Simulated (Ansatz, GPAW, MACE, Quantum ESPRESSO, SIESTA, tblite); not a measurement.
# Nb(100)/C(110) interface (68 atoms): one structure in several programs

How near do other programs and methods come to a plane-wave reference for Nb(100)/C(110) interface (68 atoms)? A plane-wave run serves as the reference.

Calculated with Quantum ESPRESSO 7.5; Kohn-Sham DFT, PBE, SSSP efficiency 1.3.0 pseudopotentials, plane waves.

### 1. Set-up

The cell holds 68 atoms: 20 Nb and 48 C. Its edges and angles: a = 7.134 Å, b = 7.567 Å, c = 22.999 Å, α = 90.0°, β = 90.0°, γ = 90.0°. Bcc Nb(100), 4 repeat layers, 5 surface cells, strained -3.32 and +2.54 %; diamond-structure C(110), 4 layers, 6 cells, -0.00 and -0.00 %; outer planes 2.25 Å apart, 12 Å of vacuum above; not relaxed, displaced by a Gaussian of 0.02 Å. Then every atom was moved at random, 0.05 Å r.m.s. a Cartesian component. Regions: Nb, 20 atoms (20 Nb); C, 48 atoms (48 C). Vacuum lies along c.

### 2. Reference: Quantum ESPRESSO, plane waves

The input, pw.in:

```
&control
  calculation = 'scf'
  pseudo_dir = './pseudo'
  outdir = './tmp'
  disk_io = 'none'
  tprnfor = .true.
/
&system
  ibrav = 0
  nat = 68
  ntyp = 2
  ecutwfc = 45
  ecutrho = 360
  nosym = .true.
  occupations = 'smearing'
  smearing = 'fd'
  degauss = 0.003675
/
&electrons
  conv_thr = 3.4e-07
  electron_maxstep = 100
  mixing_beta = 0.2
  mixing_mode = 'local-TF'
  diagonalization = 'david'
/
ATOMIC_SPECIES
Nb 92.906 Nb.upf
C 12.011 C.upf
CELL_PARAMETERS angstrom
7.13400 0.00000 0.00000
0.00000 7.56670 0.00000
0.00000 0.00000 22.99872
ATOMIC_POSITIONS crystal
Nb 0.79977 0.40014 0.26019
Nb 0.69995 0.09245 0.33394
Nb 0.80247 0.39155 0.40588
Nb 0.50600 0.50286 0.47275
Nb 0.59368 0.79767 0.26066
Nb 0.50806 0.49874 0.33454
Nb 0.60895 0.80650 0.40837
Nb 0.29258 0.89644 0.47646
Nb 0.40942 0.20080 0.25782
Nb 0.29836 0.89999 0.33590
Nb 0.39563 0.18759 0.40422
Nb 0.10828 0.30869 0.47044
[... 52 atom lines left out ...]
C 0.05025 0.42038 0.68587
C 0.67016 0.26803 0.68344
C 0.79912 0.25378 0.74299
C 0.91764 0.42671 0.73877
K_POINTS gamma
```

The run is started by

```
OMP_NUM_THREADS=1 mpirun -np 4 pw.x -in pw.in > output.txt
```

Output:

```text
Program PWSCF
     gamma-point specific algorithms are used
     one sub-group per band group will be used
     scalapack distributed-memory algorithm (size of sub-group:  2*  2 procs)
     Parallelization info
     sticks:   dense  smooth     PW     G-vecs:    dense   smooth      PW
     Min        1381     689    171               241591    85421   10675
     Max        1384     692    172               241596    85430   10676
     Sum        5531    2761    687               966377   341697   42703
     bravais-lattice index     =            0
     lattice parameter (alat)  =      13.4813  a.u.
     unit-cell volume          =    8377.9910 (a.u.)^3
     number of atoms/cell      =           68
     number of atomic types    =            2
     number of electrons       =       452.00
[... lines left out ...]
     scf convergence threshold =      3.4E-07
[... lines left out ...]
     number of k points=     1  Fermi-Dirac smearing, width (Ry)=  0.0037
[... lines left out ...]
     total energy              =   -7567.97735303 Ry
[... lines left out ...]
     total energy              =   -7564.01437121 Ry
[... lines left out ...]
     total energy              =   -7565.90262086 Ry
[... lines left out ...]
     total energy              =   -7565.78663533 Ry
[... lines left out ...]
     total energy              =   -7565.78663583 Ry
[... lines left out ...]
     iteration # 28     ecut=    45.00 Ry     beta= 0.20
     negative rho (up, down):  2.737E-03 0.000E+00
     End of self-consistent calculation
          k = 0.0000 0.0000 0.0000 ( 21352 PWs)   bands (ev):
   -49.2031 -49.0759 -49.0419 -49.0278 -48.9601 -48.9500 -48.9289 -48.8240
   -48.7941 -48.7567 -48.5134 -48.4904 -48.4388 -48.4270 -48.3439 -48.2799
   -48.2559 -48.2253 -48.1789 -48.1572 -25.4633 -25.4050 -25.3723 -25.3649
[...]
7.1163   7.2179   7.5329   7.5690   7.6180   7.6918   7.7533   7.8028
     7.8206   7.9342   7.9559   8.0375   8.1215   8.1426   8.2207   8.4194
     8.5742   8.6233   8.7251   8.7823   8.8049   8.8939   8.9822
     the Fermi energy is     6.0109 ev
!    total energy              =   -7565.78663598 Ry
     total all-electron energy =   -156452.602856 Ry
     estimated scf accuracy    <       0.00000022 Ry
     smearing contrib. (-TS)   =      -0.03251523 Ry
     internal energy E=F+TS    =   -7565.75412075 Ry
     The total energy is F=E-TS. E is the sum of the following terms:
     one-electron contribution =  -19280.70730948 Ry
     hartree contribution      =    9786.32891532 Ry
     xc contribution           =    -797.93884612 Ry
     ewald contribution        =    7192.26857304 Ry
     one-center paw contrib.   =   -4465.70545351 Ry
     convergence has been achieved in  28 iterations
     negative rho (up, down):  2.737E-03 0.000E+00
     Forces acting on atoms (cartesian axes, Ry/au):
     atom    1 type  1   force =    -0.01076478   -0.00807740   -0.02215092
     atom    2 type  1   force =     0.00186165    0.01582945   -0.01570482
     atom    3 type  1   force =    -0.01154186    0.01007169   -0.02835330
[...]
atom   67 type  2   force =     0.16258294    0.06421645   -0.08073251
     atom   68 type  2   force =    -0.15622517   -0.00940967   -0.02566483
     Total force =     1.302514     Total SCF correction =     0.001278
     Message from routine punch:
     Nothing written, as per user request (disk_io='none')
```

Elapsed: 4.1 min, on 4 MPI ranks of Arm Neoverse V1, shared host; peak memory 2.6 GiB.

Banners, paths, timers and routine set-up lines are dropped from the logs unmarked, and long logs keep their key lines alone; longer cuts are marked.

Numbers from this run:

* r.m.s. force component: 2.345 eV/Å
* longest force: 9.342 eV/Å

### 3. Local order

Normalised to the volume that the atoms fill. g(r), total and by pair (bins of 0.1 Å):

```
r (Å)  total   C-C  C-Nb  Nb-Nb
 1.25   0.00  0.00  0.00   0.00
 1.35   0.53  1.06  0.00   0.00
 1.45   2.07  4.16  0.00   0.00
 1.55   3.99  8.02  0.00   0.00
 1.65   1.99  3.99  0.00   0.00
 1.75   0.08  0.16  0.00   0.00
 1.85   0.00  0.00  0.00   0.00
 1.95   0.00  0.00  0.00   0.00
 2.05   0.00  0.00  0.00   0.00
 2.15   0.00  0.00  0.00   0.00
 2.25   0.00  0.00  0.00   0.00
 2.35   0.74  1.31  0.21   0.00
 2.45   2.99  5.92  0.10   0.00
 2.55   3.54  6.94  0.18   0.00
 2.65   1.30  2.25  0.17   1.23
 2.75   0.77  0.64  0.16   4.44
 2.85   2.28  2.64  0.07  10.80
 2.95   2.89  4.95  0.14   4.22
 3.05   1.69  3.12  0.19   0.61
 3.15   0.34  0.35  0.00   1.96
 3.25   0.65  0.00  0.34   5.86
 3.35   0.41  0.04  0.11   4.03
 3.45   0.49  0.69  0.20   0.72
 3.55   0.97  1.75  0.19   0.23
 3.65   0.59  1.18  0.00   0.00
 3.75   0.59  0.97  0.25   0.00
 3.85   1.27  2.38  0.20   0.00
 3.95   1.27  2.27  0.34   0.00
 4.05   0.22  0.27  0.21   0.00
 4.15   0.21  0.20  0.27   0.00
 4.25   0.98  1.70  0.33   0.00
 4.35   2.06  3.81  0.37   0.15
 4.45   1.61  2.85  0.24   0.99
 4.55   1.27  1.75  0.34   3.00
 4.65   1.59  2.47  0.22   3.15
 4.75   0.65  0.67  0.29   2.25
 4.85   0.30  0.25  0.28   0.73
 4.95   0.59  0.78  0.43   0.23
 5.05   0.74  1.25  0.28   0.00
 5.15   0.84  1.33  0.38   0.21
 5.25   1.36  2.13  0.45   1.33
 5.35   1.10  1.53  0.25   2.76
 5.45   0.78  0.41  0.32   5.13
 5.55   1.01  1.06  0.44   3.40
```

### 4. The other programs

The programs:
- GPAW 26.7.0: PAW with atomic orbitals (LCAO), plane waves or a real-space grid of spacing h.
- MACE: machine-learned potential, published weights.
- SIESTA 5.4.2: numerical atomic orbitals, whose automatically made sets are far from complete, with PseudoDojo norm-conserving potentials that we converted to its format (checked against plane waves on the same files for H, C, O, Si, Ge and Ca alone); labels give functional, basis size, energy shift and mesh cutoff.
- tblite 0.8.0: extended tight binding, driven from Python.

All use the same cell and atoms; the electronic-structure runs use the same k-mesh, and an electronic temperature of 580 K (0.05 eV) where levels are smeared.

Differences are against the plane-wave reference, forces as r.m.s. over components; share is that over the reference's r.m.s. force, slope the least-squares factor from reference forces to these. Total energies of different programs have different zeros and aren't compared.

```
                                                 run  Δ force, r.m.s. (meV/Å)  share (%)  slope  cores  CPU time  memory (GiB)
                                           reference                        -          -      -      4    16 min           2.6
               GPAW PBE, LCAO dzp, h 0.28 Å (coarse)                      267       11.4  1.024      1   6.5 min          0.69
                    GPAW PBE, grid h 0.24 Å (coarse)                      672       28.7  0.920      2   9.2 min           1.4
                         MACE MP-0b2 small potential                      472       20.1  0.916      1     7.2 s          0.66
                        MACE MP-0b3 medium potential                      580       24.7  0.845      1     8.3 s           1.1
                         MACE MPA-0 medium potential                      670       28.6  0.818      1     8.3 s           1.1
 SIESTA PBE, DZ, shift 0.01 Ry, mesh 300 Ry (coarse)                      365       15.6  1.070      1   3.2 min           0.7
        SIESTA PBE, DZP, shift 0.002 Ry, mesh 300 Ry                      264       11.3  1.033      2    21 min           1.9
SIESTA PBE, DZP, shift 0.01 Ry, mesh 100 Ry (coarse)                      233       9.94  1.034      1   2.5 min          0.47
         SIESTA PBE, DZP, shift 0.01 Ry, mesh 300 Ry                      233       9.95  1.034      2   9.1 min           1.3
 SIESTA PBE, SZ, shift 0.01 Ry, mesh 300 Ry (coarse)                     1065       45.4  1.141      1     2 min          0.58
                                     tblite GFN1-xTB                      542       23.1  0.972      1     3.3 s          0.11
```

Rows marked coarse were listed beforehand as settings not expected to be converged; some can still land near the reference.

Times of the machine-learned potentials are mostly Python's start and the loading of weights.

CPU time is summed over cores on a shared host, where runs went side by side, so it is rough. Symmetry, cutoffs, thresholds, outputs and thread counts weren't matched or tuned between programs; memory under MPI is the largest rank's times the ranks.

Runs without a result: GPAW PBE, LCAO dzp, h 0.2 Å (cut off at its time limit of 9.9 min); GPAW PBE, LCAO szp(dzp), h 0.2 Å (cut off at its time limit of 5.7 min); GPAW PBE, LCAO dzp, h 0.2 Å, other mixer settings (cut off at its time limit of 16 min).

Mean charges by element (e), by run and scheme:

```
                                         run     scheme     Nb      C
SIESTA PBE, DZP, shift 0.002 Ry, mesh 300 Ry  Hirshfeld  +0.04  -0.02
 SIESTA PBE, DZP, shift 0.01 Ry, mesh 300 Ry  Hirshfeld  +0.04  -0.01
                             tblite GFN1-xTB   Mulliken  +0.03  -0.01
```

Within one program, basis, potentials and functional, energies share a zero. Each run against its twin at the usual cutoff or grid and solver:

```
                                        run                             twin  Δ energy (meV/atom)  Δ force, r.m.s. (meV/Å)         CPU time over the twin's
SIESTA PBE, DZP, shift 0.01 Ry, mesh 100 Ry  DZP, shift 0.01 Ry, mesh 300 Ry                -1.11                     3.36  0.28 (this twin ran on 2 cores)
```

### 5. Summary of results

```yaml
reference_r_m_s_force_component: 2.34 eV/Å
nearest_in_forces: a tie at 9.9 % of 2 runs: SIESTA PBE, DZP, shift 0.01 Ry, mesh 100 Ry (coarse); SIESTA PBE, DZP, shift 0.01 Ry, mesh 300 Ry
farthest_in_forces: SIESTA PBE, SZ, shift 0.01 Ry, mesh 300 Ry (coarse), 45 %
cheapest_electronic_structure_run_beside_the_reference: tblite GFN1-xTB, 3.3 s of CPU time
```

What this shows: The PBE runs in local orbitals, coarse settings apart, differ by 9.9 % (SIESTA PBE, DZP, shift 0.01 Ry, mesh 300 Ry) to 11 % (SIESTA PBE, DZP, shift 0.002 Ry, mesh 300 Ry); basis, grid and potentials can all enter. Tight binding differs by 23 % (tblite GFN1-xTB); it is another model, with fitted parameters of its own, and the xTB methods hold dispersion. Machine-learned potentials differ by 20 % (MACE MP-0b2 small potential) to 29 % (MACE MPA-0 medium potential); they were trained on other programs' data. Among those trained on PBE data the slope goes as low as 0.82, which softening far from their training structures can give, though the reference's k-sampling is untested too. Runs with settings chosen to be coarse differ by 9.9 % (SIESTA PBE, DZP, shift 0.01 Ry, mesh 100 Ry) to 45 % (SIESTA PBE, SZ, shift 0.01 Ry, mesh 300 Ry), their programs' other errors included. Of the electronic-structure runs that take under half the reference's CPU time, SIESTA PBE, DZP, shift 0.01 Ry, mesh 100 Ry comes nearest, at 9.9 % in 2.5 min against 16 min. The mean charges agree among these rows within 0.01 e. In the reference: levels near the Fermi energy are neither full nor empty under the smearing, so no gap is quoted. Periodic xTB results under one method name differ between programs and library versions. Machine-learned potentials mimic data converged in k, so the reference's own k-point error enters their differences. The host structure and its lattice constant were typed by rule, without a check against the phase diagram. The electronic-structure runs sample only Γ, in a cell whose shortest periodic width is 7 Å, which is coarse for a cell with partly filled levels.

[Also dropped from logs without a mark: logging warnings of Python, and SIESTA's first energy breakdown and zero terms.]

[Logs are printed without paths, hosts, clocks, repeated set-up lines and the standing remarks that a program may print on its own settings, such as how far it seeks lower states.]

[Hosts, paths, dates, database ids (printed as entryN), source tags and the programs' standing remarks are cut or masked in the printed files.]
